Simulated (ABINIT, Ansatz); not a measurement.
## TiO2 (Rutile): one start, several treatments of the self-energy

Aim: compare treatments of exchange, screening and correlation for the gap of TiO2 (Rutile).

Calculated with ABINIT 10.8.3; PBE and many-body steps on it, plane waves.

**What was measured.**

- Gap 3.03 eV: direct gap, E perpendicular to c; optical experiment; 1.6 K; bulk crystal (literature value) (quoted in “Shallow Valence Band of Rutile GeO2 and P-type Doping”, 2020, arxiv:2011.08928).

- Gap 3.28 eV: optical bandgap after anatase to rutile transformation; spectroscopic ellipsometry; film (polycrystalline sol-gel film on Si(100), annealed at high temperature below 800 °C) (“Photocatalytic Performance of Sol-Gel Prepared TiO2 Thin Films Annealed at Various Temperatures”, 2023, pmc:10419699).

- Gap 3.09 ± 0.06 eV: optical gap from Tauc plot assuming indirect allowed transition; UV/vis diffuse reflectance, Kubelka-Munk and Tauc analysis; film (30 nm ALD shell on quartz particles, grown at 200 C, annealed in air at 500 C; rutile-rich with some anatase) on SiO2 (quartz particles) (“Defect-Mediated Crystallization of the Particulate TiO2 Photocatalyst Grown by Atomic Layer Deposition”, 2024, pmc:11726664).

- Gap 3.05 eV: band gap; bulk crystal (literature experimental value) (quoted in “Hydrogen related defects in titanium dioxide at the interface to palladium”, 2021, arxiv:2112.05953).

**1. The structure**

Symmetry: P4_2/mnm, No. 136, tetragonal system. Conventional cell: a = 4.592 Å, b = 4.592 Å, c = 2.957 Å, α = 90.00°, β = 90.00°, γ = 90.00°. Nearest to Ti lie 6 O at 1.95 to 1.98 Å. Nearest to O lie 3 Ti at 1.95 to 1.98 Å. Farther neighbours and most contacts between anions are not listed.

The cell and positions come from the Crystallography Open Database and are kept as given unless a step says otherwise.

**2. Empty states on the mesh, 4×4×4 mesh, 199 bands**

This step: ABINIT 10.8.3; DFT, PBE, plane waves, norm-conserving pseudopotentials.

The sums over transitions need many empty states on a uniform mesh; this step solves for them.

run.abi reads:

```
acell 3*1.0 Angstrom
rprim 
  4.592200000000 0.000000000000 0.000000000000
  0.000000000000 4.592200000000 0.000000000000
  0.000000000000 0.000000000000 2.957400000000
ntypat 2
znucl 22 8
natom 6
typat 1 1 2 2 2 2
xred 
  0.000000000000 0.000000000000 0.000000000000
  0.500000000000 0.500000000000 0.500000000000
  0.304960000000 0.304960000000 0.000000000000
  0.195040000000 0.804960000000 0.500000000000
  0.695040000000 0.695040000000 0.000000000000
  0.804960000000 0.195040000000 0.500000000000
pp_dirpath "pseudos"
pseudos "Ti.upf, O.upf"
ecut 38
ngkpt 4 4 4
nshiftk 1
shiftk 0 0 0
kptopt 1
chksymbreak 0
irdden 1
istwfk *1
nband 199
prtvol 0
optdriver 6
gwr_task "HDIAGO"
paral_kgb 0
occopt 1
indata_prefix "in"
outdata_prefix "out"
tmpdata_prefix "tmp"
```

On the command line:

```
> OMP_NUM_THREADS=1 mpirun -n 8 abinit run.abi > log
```

The program printed:

```text
.Version 10.8.3 of ABINIT. v10.8.2 released Aug 2026.

 Symmetries : space group P4_2/m n m (#136); Bravais tP (primitive tetrag.)
[... echo of the input left out ...]
== DATASET  1 ==================================================================
-   mpi_nproc: 8, omp_nthreads: 1 (-1 if OMP is not activated)

--- !DatasetInfo
iteration_state: {dtset: 1, }
dimensions: {natom: 6, nkpt: 18, mband: 199, nsppol: 1, nspinor: 1, nspden: 1, mpw: 4748, }
cutoff_energies: {ecut:  38.0, pawecutdg:  -1.0, }
[...]
Direct band gap semiconductor
 Fundamental gap:     1.917 (eV)
   VBM:     5.660 (eV) at k: [ 0.0000E+00,  0.0000E+00,  0.0000E+00]
   CBM:     7.576 (eV) at k: [ 0.0000E+00,  0.0000E+00,  0.0000E+00]
 Direct gap:         1.917 (eV) at k: [ 0.0000E+00,  0.0000E+00,  0.0000E+00]

== END DATASET(S) ==============================================================
================================================================================

 -outvars: echo values of variables after computation  --------
           etotal      0.0000000000E+00
            nband         199
             nkpt          18
          spgroup         136
 [... the other variables as echoed above ...]

 Calculation completed.
```

Elapsed: 3.2 min, on 8 MPI ranks of Arm Neoverse V2, shared host; peak memory 9.9 GiB; 26 min of CPU time.

This step gave:

| Item | Value |
| --- | --- |
| gap | 1.917 eV |
| k of the valence top | 0, 0, 0 |
| k of the conduction bottom | 0, 0, 0 |
| least direct gap | 1.917 eV |
| k points computed | 18 |
| lowest point of the top converged band, above the valence top | 98.8452 eV |

On this mesh the gap is 1.917 eV.

The density comes from a self-consistent run that is not shown.

**3. Screening, 4×4×4 mesh, 92 bands, screening to 114.3 eV**

The RPA dielectric matrix is built and inverted for each q.

This step: RPA screening on PBE, plane waves, norm-conserving pseudopotentials.

Edit run.abi of step 2 so:

```diff
@@ -24,10 +24,11 @@
 chksymbreak 0
-irdden 1
 istwfk *1
-nband 199
-prtvol 0
-optdriver 6
-gwr_task "HDIAGO"
-paral_kgb 0
 occopt 1
+irdwfk 1
+optdriver 3
+nband 92
+ecuteps 4.2
+inclvkb 2
+awtr 1
+symchi 1
 indata_prefix "in"
```

The program printed:

```text
.Version 10.8.3 of ABINIT. v10.8.2 released Aug 2026.

 Symmetries : space group P4_2/m n m (#136); Bravais tP (primitive tetrag.)
[... echo of the input left out ...]
== DATASET  1 ==================================================================
-   mpi_nproc: 8, omp_nthreads: 1 (-1 if OMP is not activated)

--- !DatasetInfo
iteration_state: {dtset: 1, }
dimensions: {natom: 6, nkpt: 18, mband: 92, nsppol: 1, nspinor: 1, nspden: 1, mpw: 4748, }
cutoff_energies: {ecut:  38.0, pawecutdg:  -1.0, }
electrons: {nelect:   4.80000000E+01, charge:   0.00000000E+00, occopt:   1.00000000E+00, tsmear:   1.00000000E-02, }

 SCREENING: Calculation of the susceptibility and dielectric matrices

 Based on a program developped by R.W. Godby, V. Olevano, G. Onida, and L. Reining.
 Incorporated in ABINIT by V. Olevano, G.-M. Rignanese, and M. Torrent.
.Using double precision arithmetic ; gwpc =  8

[... cell and pseudopotentials left out ...]
--------------------------------------------------------------------------------

 ==== K-mesh for the wavefunctions ====
 Number of points in the irreducible wedge :    18
[... list of points left out ...]
 Together with 16 symmetry operations and time-reversal symmetry
 yields    64 points in the full Brillouin Zone.

 ==== Q-mesh for the screening function ====
 Number of points in the irreducible wedge :    18
[... list of points left out ...]
 Together with 16 symmetry operations and time-reversal symmetry
 yields    64 points in the full Brillouin Zone.

 setmesh: FFT mesh size selected  =    36x   36x   24
          total number of points  =        31104

 vcoul_init : cutoff-mode = AUXILIARY_FUNCTION
 q-points for optical limit:   1
     1)      0.000010    0.000020    0.000030

- screening: taking advantage of time-reversal symmetry
- Maximum band index for partially occupied states nbvw = 24
- Remaining bands to be divided among processors   nbcw = 68
- Number of bands treated by each node ~8

 Number of electrons calculated from density =   48.0000; Expected =   48.0000
 average of density, n =  0.114049
 r_s =    1.2792
 omega_plasma =   32.5763 [eV]

 calculating chi0 at frequencies [eV] :
  1    0.000000E+00    0.000000E+00
  2    0.000000E+00    3.257632E+01

--------------------------------------------------------------------------------
  q-point number  1        q = ( 0.000000, 0.000000, 0.000000) [r.l.u.]
--------------------------------------------------------------------------------
[... chi0 elements left out ...]
 For q-point:  0.000010 0.000020 0.000030
  dielectric constant =   8.5615
  dielectric constant without local fields =   8.9524

  Average fulfillment of the sum rule on Im[epsilon] for q-point    1 :     49.88  [%]
[... wings left out ...]
  q-point number  2        q = ( 0.250000, 0.000000, 0.000000) [r.l.u.]
--------------------------------------------------------------------------------
[... chi0 elements left out ...]
  Average fulfillment of the sum rule on Im[epsilon] for q-point    2 :     64.36  [%]

 [... 16 further q-points ...]
```

It took 74 s on 8 MPI ranks; peak memory 3.4 GiB.

Numbers from this step:

- ε∞ with local fields, on this mesh, along the program's q direction: 8.562
- the same without local fields: 8.952
- plasma frequency: 32.58 eV
- plane waves in the screening matrix: 181

Local fields lower ε∞ by 4 %. On a Γ-centred mesh this coarse the value itself is usually too large, while a short band sum pulls it down.

**4. G0W0, Godby-Needs plasmon pole**

The self-energy is evaluated for the states that the input lists, and the levels follow from it, in one-shot runs by the linearised quasiparticle equation.

This step: G0W0 on PBE, plane waves, norm-conserving pseudopotentials.

Edit run.abi of step 3 so:

```diff
@@ -27,8 +27,15 @@
 irdwfk 1
-optdriver 3
+optdriver 4
 nband 92
+gwcalctyp 0
+ecutsigx 38
+symsigma 1
+nkptgw 1
+kptgw 
+  0.0000000000 0.0000000000 0.0000000000
+bdgw 
+  22 26
 ecuteps 4.2
-inclvkb 2
-awtr 1
-symchi 1
+irdscr 1
+ppmodel 1
 indata_prefix "in"
```

The program printed:

```text
.Version 10.8.3 of ABINIT. v10.8.2 released Aug 2026.

 Symmetries : space group P4_2/m n m (#136); Bravais tP (primitive tetrag.)
[... echo of the input left out ...]
== DATASET  1 ==================================================================
-   mpi_nproc: 8, omp_nthreads: 1 (-1 if OMP is not activated)

--- !DatasetInfo
iteration_state: {dtset: 1, }
dimensions: {natom: 6, nkpt: 18, mband: 92, nsppol: 1, nspinor: 1, nspden: 1, mpw: 4748, }
cutoff_energies: {ecut:  38.0, pawecutdg:  -1.0, }
electrons: {nelect:   4.80000000E+01, charge:   0.00000000E+00, occopt:   1.00000000E+00, tsmear:   1.00000000E-02, }

 SIGMA: Calculation of the GW corrections

 Based on a program developped by R.W. Godby, V. Olevano, G. Onida, and L. Reining.
 Incorporated in ABINIT by V. Olevano, G.-M. Rignanese, and M. Torrent.
.Using double precision arithmetic ; gwpc =  8

[... cell and pseudopotentials left out ...]
--------------------------------------------------------------------------------

 ==== K-mesh for the wavefunctions ====
 Number of points in the irreducible wedge :    18
[... list of points left out ...]
 Together with 16 symmetry operations and time-reversal symmetry
 yields    64 points in the full Brillouin Zone.

 ==== Q-mesh for screening function ====
 Number of points in the irreducible wedge :    18
[... list of points left out ...]
 Together with 16 symmetry operations and time-reversal symmetry
 yields    64 points in the full Brillouin Zone.

 vcoul_init : cutoff-mode = AUXILIARY_FUNCTION
 q-points for optical limit:   1
     1)      0.000010    0.000020    0.000030
 setmesh: FFT mesh size selected  =    50x   50x   32
          total number of points  =        80000

 Number of electrons calculated from density =   48.0000; Expected =   48.0000
 average of density, n =  0.114049
 r_s =    1.2792
 omega_plasma =   32.5763 [eV]

 === KS Band Gaps ===
  >>>> For spin  1
   Minimum direct gap =   1.9166 [eV], located at k-point      :   0.0000  0.0000  0.0000
   Fundamental gap    =   1.9166 [eV], Top of valence bands at :   0.0000  0.0000  0.0000
                                       Bottom of conduction at :   0.0000  0.0000  0.0000
 SIGMA fundamental parameters:
 PLASMON POLE MODEL  1
 number of plane-waves for SigmaX                 4679
 number of plane-waves for SigmaC and W            181
 number of plane-waves for wavefunctions          4679
 number of bands                                    92
 number of independent spin polarizations            1
 number of spinorial components                      1
 number of k-points in IBZ                          18
 number of q-points in IBZ                          18
 number of symmetry operations                      16
 number of k-points in BZ                           64
 number of q-points in BZ                           64
 number of frequencies for dSigma/dE                 9
 frequency step for dSigma/dE [eV]                0.25
 number of omega for Sigma on real axis              0
 max omega for Sigma on real axis  [eV]           0.00
 zcut for avoiding poles [eV]                     0.10

 EPSILON^-1 parameters (SCR file):
 dimension of the eps^-1 matrix on file            181
 dimension of the eps^-1 matrix used               181
 number of plane-waves for wavefunctions          4679
 number of bands                                    92
 number of q-points in IBZ                          18
 number of frequencies                               2
 number of real frequencies                          1
 number of imag frequencies                          1

 matrix elements of self-energy operator (all in [eV])

 Perturbative Calculation

--- !SelfEnergy_ee
iteration_state: {dtset: 1, }
kpoint     : [   0.000,    0.000,    0.000, ]
spin       : 1
KS_gap     :    1.917
QP_gap     :    3.380
Delta_QP_KS:    1.463
data: !SigmaeeData |
     Band     E0 <VxcDFT>   SigX SigC(E0)      Z dSigC/dE  Sig(E)    E-E0       E
       22   5.208 -20.672 -25.174   4.950   0.772  -0.296 -20.326   0.345   5.553
       23   5.208 -20.672 -25.174   4.950   0.772  -0.296 -20.326   0.345   5.553
       24   5.660 -20.448 -25.098   5.145   0.765  -0.307 -20.070   0.379   6.038
       25   7.576 -20.150 -12.063  -5.726   0.780  -0.282 -18.308   1.842   9.418
       26   7.879 -19.778 -12.069  -5.462   0.781  -0.280 -18.022   1.756   9.635

== END DATASET(S) ==============================================================
================================================================================

 -outvars: echo values of variables after computation  --------
           etotal      0.0000000000E+00
            nband          92
             nkpt          18
          spgroup         136
 [... the other variables as echoed above ...]

 Calculation completed.
```

The job ended after 4.2 s (8 MPI ranks; peak memory 1.6 GiB).

This step gave:

| Property | Result |
| --- | --- |
| G0W0 gap on the points computed | 3.380 eV |
| starting gap on the mesh | 1.917 eV |
| k of the valence top | 0, 0, 0 |
| k of the conduction bottom | 0, 0, 0 |
| Z at the valence top | 0.765 |
| Z at the conduction bottom | 0.78 |
| least direct G0W0 gap on the computed points | 3.380 eV |

The gap on the mesh goes from 1.92 eV to 3.38 eV, a correction of +1.46 eV.

**5. G0W0, von der Linden-Horsch plasmon pole**

Edit run.abi of step 4 so:

```diff
@@ -39,3 +39,3 @@
 irdscr 1
-ppmodel 1
+ppmodel 3
 indata_prefix "in"
```

The program printed:

```text
.Version 10.8.3 of ABINIT. v10.8.2 released Aug 2026.

 Symmetries : space group P4_2/m n m (#136); Bravais tP (primitive tetrag.)
[... echo of the input left out ...]
== DATASET  1 ==================================================================
-   mpi_nproc: 8, omp_nthreads: 1 (-1 if OMP is not activated)

--- !DatasetInfo
iteration_state: {dtset: 1, }
dimensions: {natom: 6, nkpt: 18, mband: 92, nsppol: 1, nspinor: 1, nspden: 1, mpw: 4748, }
cutoff_energies: {ecut:  38.0, pawecutdg:  -1.0, }
electrons: {nelect:   4.80000000E+01, charge:   0.00000000E+00, occopt:   1.00000000E+00, tsmear:   1.00000000E-02, }

 SIGMA: Calculation of the GW corrections

 Based on a program developped by R.W. Godby, V. Olevano, G. Onida, and L. Reining.
 Incorporated in ABINIT by V. Olevano, G.-M. Rignanese, and M. Torrent.
.Using double precision arithmetic ; gwpc =  8

[... cell and pseudopotentials left out ...]
--------------------------------------------------------------------------------

 ==== K-mesh for the wavefunctions ====
 Number of points in the irreducible wedge :    18
[... list of points left out ...]
 Together with 16 symmetry operations and time-reversal symmetry
 yields    64 points in the full Brillouin Zone.

 ==== Q-mesh for screening function ====
 Number of points in the irreducible wedge :    18
[... list of points left out ...]
 Together with 16 symmetry operations and time-reversal symmetry
 yields    64 points in the full Brillouin Zone.

 vcoul_init : cutoff-mode = AUXILIARY_FUNCTION
 q-points for optical limit:   1
     1)      0.000010    0.000020    0.000030
 setmesh: FFT mesh size selected  =    50x   50x   32
          total number of points  =        80000

 Number of electrons calculated from density =   48.0000; Expected =   48.0000
[...]
number of q-points in IBZ                          18
 number of symmetry operations                      16
 number of k-points in BZ                           64
 number of q-points in BZ                           64
 number of frequencies for dSigma/dE                 9
 frequency step for dSigma/dE [eV]                0.25
 number of omega for Sigma on real axis              0
 max omega for Sigma on real axis  [eV]           0.00
 zcut for avoiding poles [eV]                     0.10

 EPSILON^-1 parameters (SCR file):
 dimension of the eps^-1 matrix on file            181
 dimension of the eps^-1 matrix used               181
 number of plane-waves for wavefunctions          4679
 number of bands                                    92
 number of q-points in IBZ                          18
 number of frequencies                               2
 number of real frequencies                          1
 number of imag frequencies                          1

 matrix elements of self-energy operator (all in [eV])

 Perturbative Calculation

--- !SelfEnergy_ee
iteration_state: {dtset: 1, }
kpoint     : [   0.000,    0.000,    0.000, ]
spin       : 1
KS_gap     :    1.917
QP_gap     :    3.521
Delta_QP_KS:    1.604
data: !SigmaeeData |
     Band     E0 <VxcDFT>   SigX SigC(E0)      Z dSigC/dE  Sig(E)    E-E0       E
       22   5.208 -20.672 -25.174   4.853   0.836  -0.196 -20.379   0.293   5.501
       23   5.208 -20.672 -25.174   4.853   0.836  -0.196 -20.379   0.293   5.501
       24   5.660 -20.448 -25.098   5.046   0.833  -0.200 -20.118   0.330   5.990
       25   7.576 -20.150 -12.063  -5.793   0.843  -0.186 -18.216   1.934   9.511
       26   7.879 -19.778 -12.069  -5.535   0.844  -0.184 -17.942   1.836   9.715

== END DATASET(S) ==============================================================
================================================================================

 -outvars: echo values of variables after computation  --------
           etotal      0.0000000000E+00
            nband          92
             nkpt          18
          spgroup         136
 [... the other variables as echoed above ...]

 Calculation completed.
```

Wall time 3.7 s (8 MPI ranks); peak memory 1.5 GiB.

This step gave:

| Quantity | Value |
| --- | --- |
| G0W0 gap on the points computed | 3.521 eV |
| starting gap on the mesh | 1.917 eV |
| k of the valence top | 0, 0, 0 |
| k of the conduction bottom | 0, 0, 0 |
| Z at the valence top | 0.833 |
| Z at the conduction bottom | 0.843 |
| least direct G0W0 gap on the computed points | 3.521 eV |

Against G0W0 in ABINIT (4×4×4 mesh, 92 bands, screening to 114.3 eV, Godby-Needs plasmon pole), the gap moves by +0.141 eV.

**6. G0W0, Engel-Farid plasmon pole**

Edit run.abi of step 5 so:

```diff
@@ -39,3 +39,3 @@
 irdscr 1
-ppmodel 3
+ppmodel 4
 indata_prefix "in"
```

The program printed:

```text
.Version 10.8.3 of ABINIT. v10.8.2 released Aug 2026.

 Symmetries : space group P4_2/m n m (#136); Bravais tP (primitive tetrag.)
[... echo of the input left out ...]
== DATASET  1 ==================================================================
-   mpi_nproc: 8, omp_nthreads: 1 (-1 if OMP is not activated)

--- !DatasetInfo
iteration_state: {dtset: 1, }
dimensions: {natom: 6, nkpt: 18, mband: 92, nsppol: 1, nspinor: 1, nspden: 1, mpw: 4748, }
cutoff_energies: {ecut:  38.0, pawecutdg:  -1.0, }
[...]
24   5.660 -20.448 -25.098   5.095   0.787  -0.271 -20.098   0.350   6.010
       25   7.576 -20.150 -12.063  -5.685   0.802  -0.246 -18.223   1.927   9.503
       26   7.879 -19.778 -12.069  -5.435   0.803  -0.245 -17.951   1.827   9.706

== END DATASET(S) ==============================================================
================================================================================

 -outvars: echo values of variables after computation  --------
           etotal      0.0000000000E+00
            nband          92
             nkpt          18
          spgroup         136
 [... the other variables as echoed above ...]

 Calculation completed.
```

The job ended after 3.7 s (8 MPI ranks; peak memory 1.5 GiB; 28 s of CPU time).

This step gave:

```
G0W0 gap on the points computed              : 3.493 eV
starting gap on the mesh                     : 1.917 eV
k of the valence top                         : 0, 0, 0
k of the conduction bottom                   : 0, 0, 0
least direct G0W0 gap on the computed points : 3.493 eV
```

Against G0W0 in ABINIT (4×4×4 mesh, 92 bands, screening to 114.3 eV, Godby-Needs plasmon pole), the gap moves by +0.113 eV.

(Part 1 of 2 ends here.)

[Paths, hosts, dates, memory and timing lines, banners, echoed tables and standing remarks are left out of the program output.]

[Logs are printed without paths, hosts, clocks, repeated set-up lines and the standing remarks that a program may print on its own settings, such as how far it seeks lower states.]

[Runs of the session that timed out or met a known fault of the program may be left out.]

[Hosts, paths, dates, database ids (printed as entryN), source tags and the programs' standing remarks are cut or masked in the printed files.]

[G0W0 gaps are taken among the corrected bands and points alone; a level outside them can change the order at an edge.]

[Where Ansatz stands beside ABINIT at settings called matched, ABINIT's density can come from a denser mesh and the files from another edition; pairs whose starting gaps differed by over 0.03 eV were left out, so agreement reads better than it is.]
